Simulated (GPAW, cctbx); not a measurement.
# How far are the atoms of RePd3 from free atoms?

Aim: compute the bonding part of the density of RePd3, find which reflections carry it, and see how it biases an ordinary refinement.

The cell comes from substitution in a known structure type and wasn't matched to any measured phase. All numbers below are calculated.

**1. Find the equilibrium geometry**

The density hangs on the geometry, so cell and atoms are relaxed first, with the symmetry held. The cutoff is set higher than for the density because stress converges slowly with plane waves.

Settings: GPAW 26.7.0, PBE, 570 eV, 7×7×7 k-points, Fermi–Dirac width 0.1 eV, BFGS to 0.03 eV/Å.

```text
cell
1.0
     2.053000000    2.053000000   -2.879000000
    -2.053000000    2.053000000    2.879000000
     2.053000000   -2.053000000    2.879000000
Re Pd
1 3
Direct
0.000000000 0.000000000 0.000000000
0.000000000 0.500000000 0.500000000
0.500000000 0.250000000 0.750000000
0.500000000 0.750000000 0.250000000
```

```console
$ OMP_NUM_THREADS=1 mpirun -n 4 gpaw python run.py > gpaw.log
```

```text
BFGS:    0      -19.379124        6.662253
BFGS:    1      -20.886220        4.087833
BFGS:    2      -21.957672        0.940069
BFGS:    3      -22.027905        0.211957
...
BFGS:   14      -22.208687        0.057137
BFGS:   15      -22.208807        0.040932
BFGS:   16      -22.208916        0.004637
cell  4.3128 4.3128 4.3128  100.88 113.93 113.93
volume 60.737 A^3, largest force 0.000 eV/A, largest stress 0.05 GPa
```

The cell moved far, while the k-mesh and basis were chosen for the start, so the final shape may be somewhat biased.

After 16 steps the volume has changed by +25.1 % and the energy by -2.830 eV; the largest stress left is 0.05 GPa. It took 3.8 min on 4 cores of Intel(R) Xeon(R) Platinum 8488C (Sapphire Rapids) (shared host), peak memory 1.1 GiB.

Relaxed structure: I4/mmm (no. 139), a = 4.7024 Å, b = 4.7024 Å, c = 5.4933 Å, α = 90.00°, β = 90.00°, γ = 90.00°.

```csv
atom,mult.,x,y,z
Re1,2,0,0,0
Pd1,2,0,0,1/2
Pd2,4,0,1/2,3/4
```

**2. The all-electron density**

X-rays see the whole electron density, so the PAW density is rebuilt with its core regions. Subtracting spherical free atoms from the same code cancels the cores and leaves the deformation density Δρ, the part due to bonding.

Settings: PBE, 450 eV, 7×7×7 k-points, Fermi–Dirac width 0.1 eV; primitive cell of 4 atoms.

```console
$ OMP_NUM_THREADS=1 mpirun -n 4 gpaw python run.py > gpaw.log
```

```text
|iter:   1|       0s |  -31.081966 | +0.33 |       |
|iter:   2|       1s |  -25.842844 | -1.17 | -0.78 |
|iter:   3|       2s |  -22.820837 | -1.02 | -0.95 |
...
|iter:  11|       9s |  -22.093960c| -6.51 | -4.69c|
|iter:  12|      10s |  -22.093961c| -7.21 | -5.12c|
|iter:  13|      11s |  -22.093961c| -7.62c| -5.76c|
```

```text
grid (48, 48, 48)  electrons 213.000  moved by bonding 1.618 e
deformation density beyond 0.5 A of the nuclei: max 0.079, min -0.422 e/A^3
atom        x       y       z   Voronoi charge  moment
Re1    0.0000  0.0000  0.0000     -0.194       0.00
Pd2    0.0000  0.5000  0.5000      0.051       0.00
Pd3    0.5000  0.2500  0.7500      0.071       0.00
Pd4    0.5000  0.7500  0.2500      0.071       0.00
mean inner potential of superposed free atoms 28.310 V
total magnetic moment 0.000 muB
```

Deformation density in a plane through the shortest contact of the Re atom at the origin, in 0.01 e/Å³ (clipped at ±99); x from -1.6 to 4.3 Å, y from 2.4 down to -2.4 Å:

```text
 -3 -20   .   . -19  -2   4  -7 -13   .   . -12   2   3 -12  -5
  1  -4 -17 -23  -6   3   4  -1  -8 -17 -14  -4   3   4  -2  -4
  3   2   1   4   6   5   4   4   1  -2   1   4   4   4   3   0
  4   4   5   6   4   1   2   4   4   4   3   2   3   3   4   4
  4   3  -1  -1  -2  -7  -4   3   5   0 -12 -15  -5   1   4   4
  5   4  -4  -5   .  -7  -5   3   6  -8 -16   .   1  -8   3   3
  6   5  -1   .   .   .  -1   5   7 -15   .   .   . -17   2   2
  5   4  -4  -8   .  -5  -4   3   6  -6   4   . -20  -9   3   3
  5   3  -3  -7  -2  -1  -1   3   4   1  -4 -12  -5   2   4   4
  5   4   2   1   3   6   5   4   4   3   4   6   8   5   4   4
  1   3   4   5   6   4   1   2   3   4   4   3   2  -1  -3   1
 -8  -2   4   3  -5 -20 -20  -4   0   5   1  -4  -2  -4  -9  -3
 -8  -9   4   0 -18   .   . -18  -5   7   2  -4   .   .  -3  -1
```

Atoms in or within 0.15 Å of the plane: Re (0.0, 0.0), Pd (2.7, 0.0) Å. Dots mark points within about 0.45 Å of a nucleus; large values next to them are atomic features.

Re gains most (-0.19 e) and Pd loses most (+0.06 e), in averages over each element's sites, which isn't the order of electronegativity: valence and coordination count too, and Voronoi cells cut space at the midplane whatever the atoms' sizes. Along the shortest contact from the Re atom at the map's origin, Re–Pd at 2.72 Å, Δρ is +0.08 e/Å³ at the midpoint: a modest build-up. At the midpoints of other shortest contacts it is +0.04 (Pd–Pd, 2.72 Å) e/Å³. Point values carry grid noise of about 0.01 e/Å³. The run needed 13 iterations, 21 s.

**3. Structure factors**

The Fourier components of Δρ, added to those of the free atoms, give the static X-ray structure factors; the Mott–Bethe relation turns them into the Fourier components V of the potential that fast electrons feel.

```text
static structure factors of the conventional cell: F in electrons, V (Mott-Bethe) in volts
   h  k  l      d  |F| table  |F| free   |F| DFT   change   |V| free  |V| DFT  change %
   1  0  1  3.5723    53.819    53.992    54.461    0.470     1.930    1.704    -11.7
   1  1  0  3.3251    53.483    53.643    54.191    0.548     1.818    1.589    -12.6
   0  0  2  2.7466    52.589    52.668    52.985    0.317     1.518    1.427     -5.9
   2  0  0  2.3512   343.796   343.398   341.450   -1.947    17.231   17.637      2.4
   1  1  2  2.1176   331.975   331.627   329.853   -1.774    15.969   16.269      1.9
   2  1  1  1.9640    50.840    50.667    50.826    0.160     1.067    1.044     -2.2
   2  0  2  1.7862    50.157    49.938    50.169    0.231     0.971    0.943     -2.9
   1  0  3  1.7063    49.771    49.542    49.499   -0.043     0.929    0.934      0.5
   2  2  0  1.6625   301.486   301.262   300.551   -0.711    13.010   13.084      0.6
   3  0  1  1.5073    48.503    48.279    48.658    0.379     0.833    0.801     -3.9
   3  1  0  1.4870    48.342    48.122    48.321    0.199     0.824    0.808     -2.0
   2  2  2  1.4223    47.783    47.576    47.577    0.002     0.796    0.796     -0.0
   2  1  3  1.3810    47.385    47.187    47.227    0.040     0.778    0.775     -0.4
   0  0  4  1.3733   275.014   275.041   275.440    0.399    10.743   10.715     -0.3
```

The largest X-ray change is -1.95 e on 200, 0.6 % of |F|. For electrons V goes as (Z − F)/g², so a change of F counts against Z − F, which is small at low angle and wherever the atoms' terms cancel: |V| of 110 moves by -12.6 % (1.82 to 1.59 V) against +1.0 % in |F|. The tabulated Hartree–Fock atoms differ from the free DFT atoms by up to 0.40 e, so the choice of reference atom matters too.

**4. Convergence**

Cutoff and k-mesh: one is changed at a time, to find what the result needs.

| run | ΔF 200 (e) | ΔF 112 (e) | ΔF 220 (e) | q(Re) (e) | moved (e) | time |
| --- | --- | --- | --- | --- | --- | --- |
| 450 eV 7×7×7 | -1.947 | -1.774 | -0.711 | -0.194 | 1.618 | 21 s |
| 250 eV 7×7×7 | -2.011 | -1.830 | -0.703 | -0.194 | 1.757 | 9.5 s |
| 350 eV 7×7×7 | -1.958 | -1.786 | -0.709 | -0.196 | 1.635 | 14 s |
| 750 eV 7×7×7 | -1.949 | -1.773 | -0.709 | -0.193 | 1.622 | 32 s |
| 450 eV 2×2×2 | -2.012 | -1.698 | -0.640 | -0.188 | 1.617 | 10 s |
| 450 eV 4×4×4 | -1.964 | -1.759 | -0.727 | -0.194 | 1.615 | 14 s |

Within 0.04 e of the base on all three: 450 eV 4×4×4, 350 eV 7×7×7 and 750 eV 7×7×7. The largest error, 0.076 e, comes with 450 eV 2×2×2. Times are from shared hosts.

**5. Refining ordinary atoms against data with bonding**

Routine crystallography fits spherical atoms. To see the bias, intensities are simulated from tabulated atoms plus the DFT change ΔF, so that bonding alone can misfit (2042 reflections of the full sphere, merged to the counts below, to 0.5 Å, 1.5 % proportional noise plus counting noise, assumed isotropic U as listed, Δρ smeared by the mean U) and refined with cctbx over different ranges.

| range | data | R1 | GooF | U Re1 (true 0.0043) | U Pd1 (true 0.0052) | U Pd2 (true 0.0052) | largest shift (Å) | Δρ max, min (e/Å³) |
| --- | --- | --- | --- | --- | --- | --- | --- | --- |
| all data | 175 | 0.0036 | 0.93 | 0.0043 | 0.0052 | 0.0052 | 0.0000 | 0.37, -0.31 |
| low resolution, d > 0.84 | 44 | 0.0030 | 0.87 | 0.0043 | 0.0051 | 0.0051 | 0.0000 | 0.23, -0.26 |
| high order, d < 0.75 | 115 | 0.0040 | 0.93 | 0.0043 | 0.0052 | 0.0052 | 0.0000 | 0.32, -0.25 |
| occupancies free, d > 0.7 | 71 | 0.0028 | 0.87 | 0.0043 | 0.0052 | 0.0051 | 0.0000 | 0.24, -0.20 |

With all data GooF is 0.93, so at this noise the bonding hardly shows; the top residual peak, near noise level, lies 0.00 Å from Pd and 2.72 Å from Pd, on the atom. No U is off by more than 3 s.u. at low resolution. Symmetry fixes every coordinate, so the shifts are zero by construction. With Re1 held at 1 and the scale free, the other occupancies refine to Pd1 1.002(0.002) and Pd2 0.999(0.001), within three s.u. of full.

**6. Answer**

Bonding moves 1.62 e in the primitive cell of RePd3 and changes the structure factors of the conventional cell in the table above by at most 1.95 e (200, 0.6 %), and among reflections above 2 % of the strongest by up to 1.0 % (110). The shortest bond, Re–Pd, has Δρ = +0.08 e/Å³ at its midpoint. Within 0.04 e of the base on all three: 450 eV 4×4×4, 350 eV 7×7×7 and 750 eV 7×7×7. The largest error, 0.076 e, comes with 450 eV 2×2×2. With all data GooF is 0.93, so at this noise the bonding hardly shows. Limits: static density, frozen cores, no spin–orbit coupling.

[Outputs are excerpts: Python notices, other lines and further rows are left out; steps that failed or that the build refused (PBEsol, TPSS) are not shown.]

[Logs are printed without paths, hosts, clocks, repeated set-up lines and the standing remarks that a program may print on its own settings, such as how far it seeks lower states.]
